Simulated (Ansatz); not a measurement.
# Zr (P6_3/mmc, 2 atoms in the cell): zone-centre modes under pressure

Aim: how do the optical modes of Zr (P6_3/mmc, 2 atoms in the cell) move with volume?

Method: DFT LDA, scalar-relativistic, plane waves, PAW; PAW set soft_1, in Ansatz 0.2.0.

**1. Starting point**

The structure is hexagonal, space group P6_3/mmc (No. 194). Conventional cell: a = 3.232 Å, b = 3.232 Å, c = 5.147 Å, α = 90.00°, β = 90.00°, γ = 120.00°. Nearest to Zr lie 12 Zr at 3.18 to 3.23 Å.

**2. Relaxation**

The cell and atoms are relaxed, since residual forces and stress would shift the frequencies.

Input file input.yaml:

```yaml
crystal:
  lattice:
    - [3.232, 0.0, 0.0]
    - [-1.616, 2.798994105, 0.0]
    - [0.0, 0.0, 5.147]
  atoms:
    - { symbol: Zr, position: [0.33333333, 0.66666667, 0.25] }
    - { symbol: Zr, position: [0.66666667, 0.33333333, 0.75] }
kpoints:
  mp_grid: { grid: [15, 15, 8] }
hamiltonian:
  xc: lda
  pseudopotentials: { kind: paw, azcp: { folder: soft_1 }, xc_functional: pbe }
scf:
  occupations: { method: gaussian, width: 0.1 }
output:
  forces: true
  stress: true
  eigenvalues: true
relax:
  adjacent_minimum: "off"
  f_tol: 0.005
  max_steps: 80
  cell: { stress_tol: 0.05 }
```

Launch:

```bash
$ ansatz run input.yaml --threads 4 --pin off --max-ram 10240MiB --backend cpu --events-out ev --progress --plain --runs-dir out
```

Numbers of over 12 decimals in the logs are rounded to 6 here.

The log of the run:

```text
Engine: ansatz 0.2.0, x86_64-unknown-linux-gnu
Pseudopotentials: kind: paw
Pseudopotential: Zr, paw, valence charge 12, recommended cutoff 420 eV (normal), soft_1/Zr.paw.azcp
Functional definition: SPW92
  exchange = slater_x
  correlation = pw_c
Crystal: 2 atoms, lattice volume = 46.562 Å³
Basis set: ecut = 420 eV, 929 PW (Γ)
Bands: 16, of which v1, the nominal top of the filled ones, is band 12 counted from 1 (11 counted from 0)
Symmetry: 24 space group operations
Space group: P63/mmc (ITA 194), of the structure as read, at distance tolerance 3.6e-5 Å
k-points: 135 of 1800
Non-local potential: Zr, projectors of the file, l = 0: 3, l = 1: 2, l = 2: 2, l = 3: 1
PAW form: soft (Blöchl's): semilocal exchange-correlation on the pseudo side does not see the compensation charge
PAW frozen core: Zr, regenerated for the run's functional, and the local potential with it (the file was generated under x = pbe(κ = 0.804, μ = 0.219515), c = pbe(β = 0.066725))
PAW one-centre angular grid: Zr, 590 points (default); XC on 64 Gauss nodes
Initial density: superposition of atomic densities (chi_scale 0.1, normalization cell)
Initial wavefunctions: pseudopotential atomic-orbital guess
Functional: x = slater, c = lda
SCF iter   1: F=—  HF=-8155.100930 eV  |F-HF|=—  |Δ(HF+E_count)|=         —  Δρ=2.84e-2  dr2=4.80e-1  ethr=3.10e-3  ⟨swp⟩=4.9  Hψ=9219  notcnv=0
preconditioner: auto → Kerker (q_TF=auto, 2.443 Å⁻¹)  [metal: Δε(μ)=0.004 eV  Ē_g=3.259 eV  σ=0.100 eV  W_gap=0.02  n_scr=10 (ndim 8)  ℏωp=15.4 eV  f_vac=0.000  D(μ)=1.79/eV (n_scr^D=22)]
SCF iter   2: F=—  HF=-8154.973236 eV  |F-HF|=—  |Δ(HF+E_count)|=   1.28e-1  Δρ=1.70e-2  dr2=1.66e-1  ethr=2.00e-3  ⟨swp⟩=2.0  Hψ=3712  notcnv=0  defer=9
SCF iter   3: F=—  HF=-8154.914960 eV  |F-HF|=—  |Δ(HF+E_count)|=   5.83e-2  Δρ=1.89e-3  dr2=1.20e-3  ethr=6.90e-4  ⟨swp⟩=3.0  Hψ=4218  notcnv=0  defer=9
SCF iter   4: F=—  HF=-8154.914914 eV  |F-HF|=—  |Δ(HF+E_count)|=   4.59e-5  Δρ=3.25e-4  dr2=3.97e-5  ethr=5.00e-6  ⟨swp⟩=2.1  Hψ=3734  notcnv=0  defer=9
SCF iter   5: F=—  HF=-8154.914911 eV  |F-HF|=—  |Δ(HF+E_count)|=   2.89e-6  Δρ=4.25e-5  dr2=6.06e-7  ethr=1.66e-7  ⟨swp⟩=1.5  Hψ=2356  notcnv=0  defer=9
SCF iter   6: F=-8154.914911 eV  HF=-8154.914911 eV  |F-HF|=3.13e-9  |Δ(HF+E_count)|=   6.81e-9  Δρ=7.88e-6  dr2=2.28e-8  ethr=4.17e-10  ⟨swp⟩=5.2  Hψ=9845  notcnv=0
SCF 1 converged in 6 iterations: F = -8154.914911 eV  dr2 = 2.28e-8
  greatest PAW one-centre occupation: 0.994 electrons in one spin orbital (limit 2), on the Zr atom at site 1 (counted from 0), in its partial waves of l = 0
relax step   1: F+E_penalty+E_count = -8154.91491112 eV  Δ(F+E_penalty+E_count) = +0.000e0 eV  max|allowed force component| = 3.701e-17 eV/Å  Δτ_max = 0.0000 Å  P = -6.072 GPa  Ω = 46.562 Å³  (6 SCF iters, dr2 threshold 1.00e-7 eV, accepted)
Crystal: 2 atoms, lattice volume = 40.428 Å³
Basis set: ecut = 420 eV, 785 PW (Γ)
Initial density: handed on by an earlier stage of this run
Initial wavefunctions: those handed on with the density
iter 1 solved again at ethr=2.97e-6 eV; its pass at ethr=3.10e-3 eV (dr2=7.13e-4 eV) is discarded
SCF iter   1: F=—  HF=-8154.890686 eV  |F-HF|=—  |Δ(HF+E_count)|=         —  Δρ=2.00e-3  dr2=7.45e-4  ethr=2.97e-6  ⟨swp⟩=2.0  Hψ=16146  notcnv=0
preconditioner: auto → none  [metal: Δε(μ)=0.015 eV  Ē_g=3.517 eV  σ=0.100 eV  W_gap=0.09  n_scr=8 (ndim 8)  ℏωp=16.5 eV  f_vac=0.000  D(μ)=1.95/eV (n_scr^D=22)]
SCF iter   2: F=—  HF=-8154.890876 eV  |F-HF|=—  |Δ(HF+E_count)|=   1.90e-4  Δρ=8.33e-4  dr2=9.93e-5  ethr=2.97e-6  ⟨swp⟩=2.1  Hψ=3721  notcnv=0
SCF iter   3: F=—  HF=-8154.891005 eV  |F-HF|=—  |Δ(HF+E_count)|=   1.29e-4  Δρ=1.18e-4  dr2=2.05e-6  ethr=4.14e-7  ⟨swp⟩=2.0  Hψ=2436  notcnv=0
iter 4 did not close the SCF: its close was put off for the readings that it lacked (scf_convergence_deferred on its scf_iter line)
SCF iter   4: F=-8154.891009 eV  HF=-8154.891009 eV  |F-HF|=1.06e-8  |Δ(HF+E_count)|=   3.79e-6  Δρ=1.21e-5  dr2=1.44e-8  ethr=8.54e-9  ⟨swp⟩=2.0  Hψ=3750  notcnv=0
iter 5 did not close the SCF: its close was put off for the readings that it lacked (scf_convergence_deferred on its scf_iter line)
SCF iter   5: F=-8154.891009 eV  HF=-8154.891009 eV  |F-HF|=8.82e-11  |Δ(HF+E_count)|=   1.10e-8  Δρ=9.64e-7  dr2=2.13e-10  ethr=6.01e-11  ⟨swp⟩=2.7  Hψ=3323  notcnv=0
SCF iter   6: F=-8154.891009 eV  HF=-8154.891009 eV  |F-HF|=1.82e-12  |Δ(HF+E_count)|=  4.82e-11  Δρ=1.46e-7  dr2=3.48e-12  ethr=1.00e-12  ⟨swp⟩=1.1  Hψ=6040  notcnv=0
SCF 2 converged in 6 iterations: F = -8154.891009 eV  dr2 = 3.48e-12
relax step   2: F+E_penalty+E_count = -8154.89100869 eV  Δ(F+E_penalty+E_count) = +2.390e-2 eV  max|allowed force component| = 2.313e-16 eV/Å  Δτ_max = 0.0000 Å  P = +8.857 GPa  Ω = 40.428 Å³  energy of the carried Pulay correction = +2.862e-4 eV  (6 SCF iters, dr2 threshold 2.00e-7 eV, rejected (line search))
Crystal: 2 atoms, lattice volume = 43.812 Å³
Basis set: ecut = 420 eV, 845 PW (Γ)
iter 1 solved again at ethr=1.16e-6 eV; its pass at ethr=3.10e-3 eV (dr2=2.79e-4 eV) is discarded
SCF iter   1: F=—  HF=-8154.974214 eV  |F-HF|=—  |Δ(HF+E_count)|=         —  Δρ=1.23e-3  dr2=3.62e-4  ethr=1.16e-6  ⟨swp⟩=2.1  Hψ=15898  notcnv=0
preconditioner: auto → none  [metal: Δε(μ)=0.026 eV  Ē_g=3.284 eV  σ=0.100 eV  W_gap=0.14  n_scr=8 (ndim 8)  ℏωp=15.9 eV  f_vac=0.000  D(μ)=2.13/eV (n_scr^D=22)]
SCF iter   2: F=—  HF=-8154.974254 eV  |F-HF|=—  |Δ(HF+E_count)|=   4.05e-5  Δρ=4.70e-4  dr2=3.62e-5  ethr=1.16e-6  ⟨swp⟩=2.0  Hψ=3773  notcnv=0
SCF iter   3: F=—  HF=-8154.974304 eV  |F-HF|=—  |Δ(HF+E_count)|=   4.98e-5  Δρ=8.87e-5  dr2=1.23e-6  ethr=1.51e-7  ⟨swp⟩=2.9  Hψ=2918  notcnv=0
SCF iter   4: F=—  HF=-8154.974306 eV  |F-HF|=—  |Δ(HF+E_count)|=   1.89e-6  Δρ=6.62e-6  dr2=4.89e-9  ethr=5.13e-9  ⟨swp⟩=2.3  Hψ=3327  notcnv=0
SCF iter   5: F=—  HF=-8154.974306 eV  |F-HF|=—  |Δ(HF+E_count)|=   3.09e-9  Δρ=1.19e-6  dr2=2.72e-10  ethr=2.04e-11  ⟨swp⟩=2.2  Hψ=3711  notcnv=0
SCF iter   6: F=-8154.974306 eV  HF=-8154.974306 eV  |F-HF|=2.73e-12  |Δ(HF+E_count)|=  4.64e-11  Δρ=1.20e-7  dr2=4.23e-12  ethr=1.00e-12  ⟨swp⟩=5.1  Hψ=9351  notcnv=0
SCF 3 converged in 6 iterations: F = -8154.974306 eV  dr2 = 4.23e-12
relax step   3: F+E_penalty+E_count = -8154.97430571 eV  Δ(F+E_penalty+E_count) = -5.939e-2 eV  max|allowed force component| = 1.850e-16 eV/Å  Δτ_max = 0.0000 Å  P = -0.487 GPa  Ω = 43.812 Å³  energy of the carried Pulay correction = +1.235e-4 eV  (6 SCF iters, accepted)
[...]
relax step   4: F+E_penalty+E_count = -8154.97489346 eV  Δ(F+E_penalty+E_count) = -5.878e-4 eV  max|allowed force component| = 3.007e-16 eV/Å  Δτ_max = 0.0000 Å  P = +0.057 GPa  Ω = 43.563 Å³  energy of the carried Pulay correction = +1.351e-4 eV  (6 SCF iters, dr2 threshold 2.00e-7 eV, accepted)
[...]
relax step   5: F+E_penalty+E_count = -8154.97496376 eV  Δ(F+E_penalty+E_count) = -7.029e-5 eV  max|allowed force component| = 3.747e-16 eV/Å  Δτ_max = 0.0000 Å  P = +0.023 GPa  Ω = 43.565 Å³  energy of the carried Pulay correction = +1.350e-4 eV  (3 SCF iters, dr2 threshold 1.33e-7 eV, accepted)
[...]
relax step   6: F+E_penalty+E_count = -8154.97496610 eV  Δ(F+E_penalty+E_count) = -2.344e-6 eV  max|allowed force component| = 2.868e-16 eV/Å  Δτ_max = 0.0000 Å  P = -0.001 GPa  Ω = 43.573 Å³  energy of the carried Pulay correction = +1.347e-4 eV  (3 SCF iters, dr2 threshold 7.36e-9 eV, accepted)
Initial wavefunctions: pseudopotential atomic-orbital guess (no wavefunctions were taken with the density)
iter 1 solved again at ethr=1.26e-7 eV; its pass at ethr=3.10e-3 eV (dr2=3.02e-5 eV) is discarded
SCF iter   1: F=—  HF=-8154.974852 eV  |F-HF|=—  |Δ(HF+E_count)|=         —  Δρ=4.43e-5  dr2=7.37e-8  ethr=1.26e-7  ⟨swp⟩=3.0  Hψ=16238  notcnv=0
preconditioner: auto → Kerker (q_TF=auto, 2.470 Å⁻¹)  [metal: Δε(μ)=0.012 eV  Ē_g=3.300 eV  σ=0.100 eV  W_gap=0.07  n_scr=10 (ndim 8)  ℏωp=15.9 eV  f_vac=0.000  D(μ)=2.13/eV (n_scr^D=22)]
SCF iter   2: F=—  HF=-8154.974852 eV  |F-HF|=—  |Δ(HF+E_count)|=   2.17e-7  Δρ=2.35e-5  dr2=1.98e-8  ethr=3.07e-10  ⟨swp⟩=2.1  Hψ=3500  notcnv=0
SCF iter   3: F=—  HF=-8154.974852 eV  |F-HF|=—  |Δ(HF+E_count)|=   4.21e-8  Δρ=7.21e-7  dr2=1.31e-10  ethr=8.27e-11  ⟨swp⟩=2.0  Hψ=2430  notcnv=0
SCF iter   4: F=-8154.974852 eV  HF=-8154.974852 eV  |F-HF|=1.82e-12  |Δ(HF+E_count)|=  4.09e-11  Δρ=1.22e-7  dr2=4.81e-12  ethr=1.00e-12  ⟨swp⟩=5.3  Hψ=9628  notcnv=0
SCF 7 converged in 4 iterations: F = -8154.974852 eV  dr2 = 4.81e-12
relax step   7: F+E_penalty+E_count = -8154.97485189 eV  Δ(F+E_penalty+E_count) = +1.142e-4 eV  max|allowed force component| = 2.452e-16 eV/Å  Δτ_max = 0.0000 Å  P = -0.003 GPa  Ω = 43.573 Å³  stress off target by 3.51e-3 GPa  SCF on the basis re-selected at this cell (its energy is not comparable with the rows above)  (4 SCF iters)
basis re-selected at this cell: Δ(F+E_penalty+E_count) = +1.142e-4 eV, ΔP = -0.002 GPa vs the last step (what re-selecting the basis moved, of the pressure what is left beyond the Pulay correction that the steps carried, after the strain that the cell walked since its last selection, with what the two solves' SCF thresholds leave and, on support functions, any second-order correction that the steps lacked; it is no m [...]
SCF converged after 4 iterations
Free energy (F): -8154.974852 eV
Harris-Foulkes:  -8154.974852 eV  (|F-HF|=1.82e-12)
Internal energy: -8154.964216 eV  (E = F + TS)
E sigma→0 (E₀):  -8154.969534 eV
Entropy (-TS):   -0.010636 eV (-5.318 meV/atom)
Fermi energy:    14.819879 eV
--- Per-component energies (eV) ---
  E_band       = -171.210533
  E_kinetic    = 635.114444
  E_local      = -1155.119973  (includes V_loc(G=0)·N_el)
  E_nonlocal   = 159.213477
  E_hartree    = 375.106401
  E_xc         = -307.804308
  E_vxc        = -365.856764  (∫ρ·V_xc dr)
  E_paw        = -5717.995394  (= ΣΔE_a)
  E_vpaw       = -194.774423  (= ΣTr[D̂ρ^β])
  E_aug_tail   = -0.000048  (compensation charges beyond the density's cutoff)
  E_ewald      = -2144.219615
  E_core_change = 0.740800  (= ΣΔE_core)
  E_smearing   = -0.010636  (= −TS)
  E_closure    = 0.000000  (closes the sum)
  Σ components = -8154.974852   (vs F -8154.974852, Δ=0.00e0)
--- Forces (eV/Å), atoms counted from 1 ---
  atom   1  Zr     0.00000000    -0.00000000     0.00000000
  atom   2  Zr     0.00000000     0.00000000     0.00000000
  max |Σ_I F_I| component: 1.30e-16 eV/Å
--- Stress (GPa, compression-positive) ---
       -0.003510       0.000000       0.000000
        0.000000      -0.003510       0.000000
        0.000000       0.000000      -0.000741
  P = ⅓ Tr σ = -0.0026 GPa (-0.026 kbar)
--- Band table (eV; the first three rows and the last of 135) ---
  k-point 0: bands = [... 8 lower, 9.0541, 11.5844, 15.6669, 15.6781, 15.6781, 16.1858, 16.3934, 16.3934]
  k-point 1: bands = [... 8 lower, 9.1926, 11.5853, 15.5652, 15.6153, 15.6153, 15.9199, 16.2958, 16.2958]
  k-point 2: bands = [... 8 lower, 9.5870, 11.5387, 15.2995, 15.3433, 15.5224, 15.5224, 16.0630, 16.0630]
  k-point 134: bands = [... 8 lower, 13.2255, 13.2255, 13.4814, 13.4814, 14.8783, 14.8783, 16.8804, 16.8804]
--- Relaxed structure (6 steps of the walk, 5 accepted, 1 SCFs on fresh bases) ---
  F+E_penalty+E_count = -8154.97485189 eV   max|allowed force component| = 2.452e-16 eV/Å   (the final SCF, on the basis selected at the relaxed cell)
  cell:  # Å, volume = 43.5729 Å³
    - [3.143311, 0, 0.0]
    - [-1.571655, 2.722187, 0]
    - [0.0, 0, 5.092263]
  atoms:
    - { symbol: Zr, position: [0.333333, 0.666667, 0.25] }
    - { symbol: Zr, position: [0.666667, 0.333333, 0.750000] }
```

It took 6.4 s on 4 threads of AMD EPYC 7B13 (Zen 3), shared host; peak memory 0.47 GiB; 24 s of CPU time.

Relaxation path:

```csv
step,energy less that of the first step (eV),largest force component (eV/Å),pressure (GPa),volume (Å³)
1,0.0000,0.0000,-6.07,46.56
2,0.0239,0.0000,8.86,40.43
3,-0.0594,0.0000,-0.49,43.81
4,-0.0600,0.0000,0.06,43.56
5,-0.0601,0.0000,0.02,43.57
6,-0.0601,0.0000,0.00,43.57
7*,-0.0599,0.0000,0.00,43.57
```

Relaxation steps marked * repeat the geometry before them on a plane-wave basis chosen anew for their cell, so energy and pressure can jump there. Relaxation step 2 was tried and not accepted.

The run keeps the 24 symmetry operations that it works with, so distortions that break them were not tested.

```
conventional cell, symmetrised  before  after  change
                         a (Å)   3.232  3.143  -2.7 %
                         b (Å)   3.232  3.143  -2.7 %
                         c (Å)   5.147  5.092  -1.1 %
              volume (Å³/atom)   23.28  21.79  -6.4 %
```

The relaxed structure:

```cif
data_structure
_symmetry_space_group_name_H-M 'P 1'
_symmetry_Int_Tables_number 1
_cell_length_a 3.1433
_cell_length_b 3.1433
_cell_length_c 5.0923
_cell_angle_alpha 90.000
_cell_angle_beta 90.000
_cell_angle_gamma 120.000
_cell_volume 43.57
loop_
_atom_site_label
_atom_site_type_symbol
_atom_site_fract_x
_atom_site_fract_y
_atom_site_fract_z
_atom_site_occupancy
Zr1 Zr 0.33333 0.66667 0.25000 1
Zr2 Zr 0.66667 0.33333 0.75000 1
```

This step gave:

```
pressure          : -0.002587 GPa
volume per atom   : 21.79 Å³
gap on the k-mesh : 0 eV
```

In this step the volume went from 23.28 to 21.79 Å³/atom.

**3. Tight relaxation**

Phonons need small forces and stress, so the relaxation is finished with tight tolerances on 15×15×8 k points.

input.yaml, the sections that differ from step 2:

```yaml
crystal:
  lattice:
    - [3.1433107699, 0.0, 0.0]
    - [-1.5716553849, 2.7221869787, 0.0]
    - [0.0, 0.0, 5.0922625961]
  atoms:
    - { symbol: Zr, position: [0.3333333333, 0.6666666667, 0.25] }
    - { symbol: Zr, position: [0.6666666667, 0.3333333333, 0.75] }
scf:
  occupations: { method: methfessel_paxton, width: 0.2 }
relax:
  adjacent_minimum: "off"
  f_tol: 0.001
  max_steps: 60
  cell: { stress_tol: 0.01 }
# kpoints, hamiltonian, output: as in step 2
```

The log of the run:

```text
[...]
Crystal: 2 atoms, lattice volume = 43.573 Å³
Basis set: ecut = 420 eV, 845 PW (Γ)
Bands: 16, of which v1, the nominal top of the filled ones, is band 12 counted from 1 (11 counted from 0)
Symmetry: 24 space group operations
[...]
k-points: 135 of 1800
[...]
k-point 134: bands = [... 8 lower, 13.2288, 13.2288, 13.4850, 13.4850, 14.8830, 14.8830, 16.8847, 16.8847]
--- Relaxed structure (3 steps of the walk, 2 accepted, 1 SCFs on fresh bases) ---
[...]
cell:  # Å, volume = 43.5625 Å³
    - [3.143023, -2.886475988525766e-11, 0]
    - [-1.571511, 2.721938, 0]
    - [0, 0, 5.091984]
  atoms:
    - { symbol: Zr, position: [0.333333, 0.666667, 0.250000] }
    - { symbol: Zr, position: [0.666667, 0.333333, 0.750000] }
[key lines of the parts left out:]
SCF converged after 4 iterations
Free energy (F): -8154.968667 eV
Fermi energy:    14.826595 eV
P = ⅓ Tr σ = 0.0001 GPa (0.001 kbar)
```

It took 3.7 s on 4 threads; peak memory 0.47 GiB; 13 s of CPU time.

Little changed from the start: no atom moved by 0.005 Å and no cell edge by 0.1 %.

This step gave:

```yaml
pressure: 7.30e-5 GPa
volume_per_atom: 21.78 Å³
```

The forces vanish by symmetry and the pressure is 0.000 GPa, within the tolerances set. The cell now holds 21.78 Å³/atom.

**4. Modes at rest**

Phonons follow from the second derivative of the energy, found here by linear response.

The modes at rest are the reference of the series.

input.yaml, the sections that differ from step 3:

```yaml
crystal:
  lattice:
    - [3.1430227565, 0.0, 0.0]
    - [-1.5715113782, 2.7219375519, 0.0]
    - [0.0, 0.0, 5.0919837807]
  atoms:
    - { symbol: Zr, position: [0.3333333333, 0.6666666667, 0.25] }
    - { symbol: Zr, position: [0.6666666667, 0.3333333333, 0.75] }
output:
  eigenvalues: true
phonons:
  method: dfpt
# kpoints, hamiltonian, scf: as in step 3
# relax: removed
```

The log of the run:

```text
zone centre: on kpoints.mp_grid the ground state, and the responses unless they are solved on pairs of k-points, stand on 320 of the mesh's 1800 k-points, reduced under 4 symmetry operations, with k and −k counted as one. Each operation leaves every solved displacement unchanged or reverses it
[...]
Crystal: 2 atoms, lattice volume = 43.562 Å³
Basis set: ecut = 420 eV, 845 PW (Γ), exchange–correlation on 48×48×72 points (8 copies of the dense FFT grid, shifted against one another)
Bands: 16, of which v1, the nominal top of the filled ones, is band 12 counted from 1 (11 counted from 0)
Symmetry: 24 space group operations
k-points: 320 of 1800 (irreducible under 4 space group operations, time reversal used)
[...]
SCF iter   1: F=—  HF=-8155.136498 eV  |F-HF|=—  |Δ(HF+E_count)|=         —  Δρ=2.85e-2  dr2=4.30e-1  ethr=3.10e-3  ⟨swp⟩=5.1  Hψ=47460  notcnv=0
automatic band count: the SCF goes on with 20 bands, as 16 were too few: they end inside the smearing window of the response
[...]
SCF iter   2: F=—  HF=-8155.026842 eV  |F-HF|=—  |Δ(HF+E_count)|=   1.10e-1  S|Δr|=    0.00e0  Δρ=1.75e-2  dr2=1.58e-1  ethr=1.79e-3  ⟨swp⟩=1.0  Hψ=8968  notcnv=0
[...]
SCF iter   8: F=-8154.968668 eV  HF=-8154.968668 eV  |F-HF|=0.00e0  |Δ(HF+E_count)|=  6.46e-11  S|Δr|=    0.00e0  Δρ=1.68e-7  dr2=9.72e-12  ethr=1.00e-12  ⟨swp⟩=8.9  Hψ=32634  notcnv=0
SCF 1 converged in 8 iterations: F = -8154.968668 eV  dr2 = 9.72e-12
[...]
DFPT response loops at Γ: preconditioner auto → Kerker (q_TF=auto, 2.470 Å⁻¹) (partly filled bands, converged f_vac=0.000); β = 1.00, the filter's whole step (`scf.mixing.beta` (0.50) is not read by the response loops under this deck's `scf.mixing.preconditioner`; to damp them name `kerker` or `kerker_dos`, under which they read `scf.mixing.beta`, and type it under 1.00, their step now; both keys bind the ground state too); Broyden in place of MSR1
SCF converged after 8 iterations
[...]
Free energy (F): -8154.968668 eV
[...]
Internal energy: -8154.970322 eV  (E = F + TS)
E sigma→0 (E₀):  -8154.969081 eV
Entropy (-TS):   0.001654 eV (0.827 meV/atom)
Fermi energy:    14.826596 eV
[...]
--- Band table (eV; the first three rows and the last of 320) ---
  k-point 0: bands = [... 8 lower, 9.0578, 11.5879, 15.6702, 15.6825, 15.6825, 16.1902, 16.3979, 16.3979, ... 4 higher]
  k-point 1: bands = [... 8 lower, 9.1964, 11.5889, 15.5685, 15.6197, 15.6197, 15.9242, 16.3003, 16.3003, ... 4 higher]
  k-point 2: bands = [... 8 lower, 9.5909, 11.5424, 15.3029, 15.3474, 15.5268, 15.5268, 16.0675, 16.0675, ... 4 higher]
  k-point 319: bands = [... 8 lower, 12.4191, 12.4191, 14.1170, 14.1170, 14.8872, 14.8872, 16.7124, 16.7124, ... 4 higher]
--- Phonons (Γ-DFPT): 2 representative perturbations + reference, on 320 of 1800 k-points (Σ response iterations 6) ---
  k mesh reduced under 4 symmetry operations, with k and −k counted as one. Each operation leaves every solved displacement unchanged or reverses it
  ASR residual: 4.218e-5 → 0.000e0 eV/Å²; symmetrization residual: 2.590e-10 eV/Å²
  ASR residual per site (eV/Å²): 4.22e-5 4.22e-5
  Γ frequencies (cm⁻¹): 0.00 0.00 0.00 51.85 51.85 171.74
  non-analytic LO–TO correction: not included (Born effective charges unavailable; polar crystals: no LO–TO splitting at Γ)
```

Wall time 13 s (4 threads); peak memory 1 GiB; 47 s of CPU time.

This step gave:

```
sum-rule residual before enforcement                    : 4.22e-5 eV/Å²
point group                                             : 6/mmm
highest optical mode at the zone centre (no LO-TO term) : 171.7 cm⁻¹
lowest optical zone-centre mode                         : 51.85 cm⁻¹
```

Patterns of degenerate modes are one choice out of their space. Modes at Γ:

| mode | frequency (cm⁻¹) | symmetry |
| --- | --- | --- |
| 1 | 0.0 | acoustic |
| 2 | 0.0 | acoustic |
| 3 | 0.0 | acoustic |
| 4 | 51.9 | E2g |
| 5 | 51.9 | E2g |
| 6 | 171.7 | B1g |

Displacements in mode 4 (51.9 cm⁻¹), the largest set to 1:
```
Zr1  0.00  1.00  0.00
Zr2  0.00 -1.00  0.00
```

Displacements in mode 6 (171.7 cm⁻¹), the largest set to 1:
```
Zr1  0.00  0.00  1.00
Zr2  0.00  0.00 -1.00
```

Before it was imposed, the acoustic sum rule was missed by 4.2e-5 eV/Å². Small misses are needed for a sound result but don't prove that mesh and cutoff are converged. The lowest optical mode is real, 51.9 cm⁻¹.

(Part 1 of 2 ends here.)

[Logs are printed without paths, hosts, clocks, repeated set-up lines and the standing remarks that a program may print on its own settings, such as how far it seeks lower states.]

[Hosts, paths, dates, database ids (printed as entryN), source tags and the programs' standing remarks are cut or masked in the printed files.]
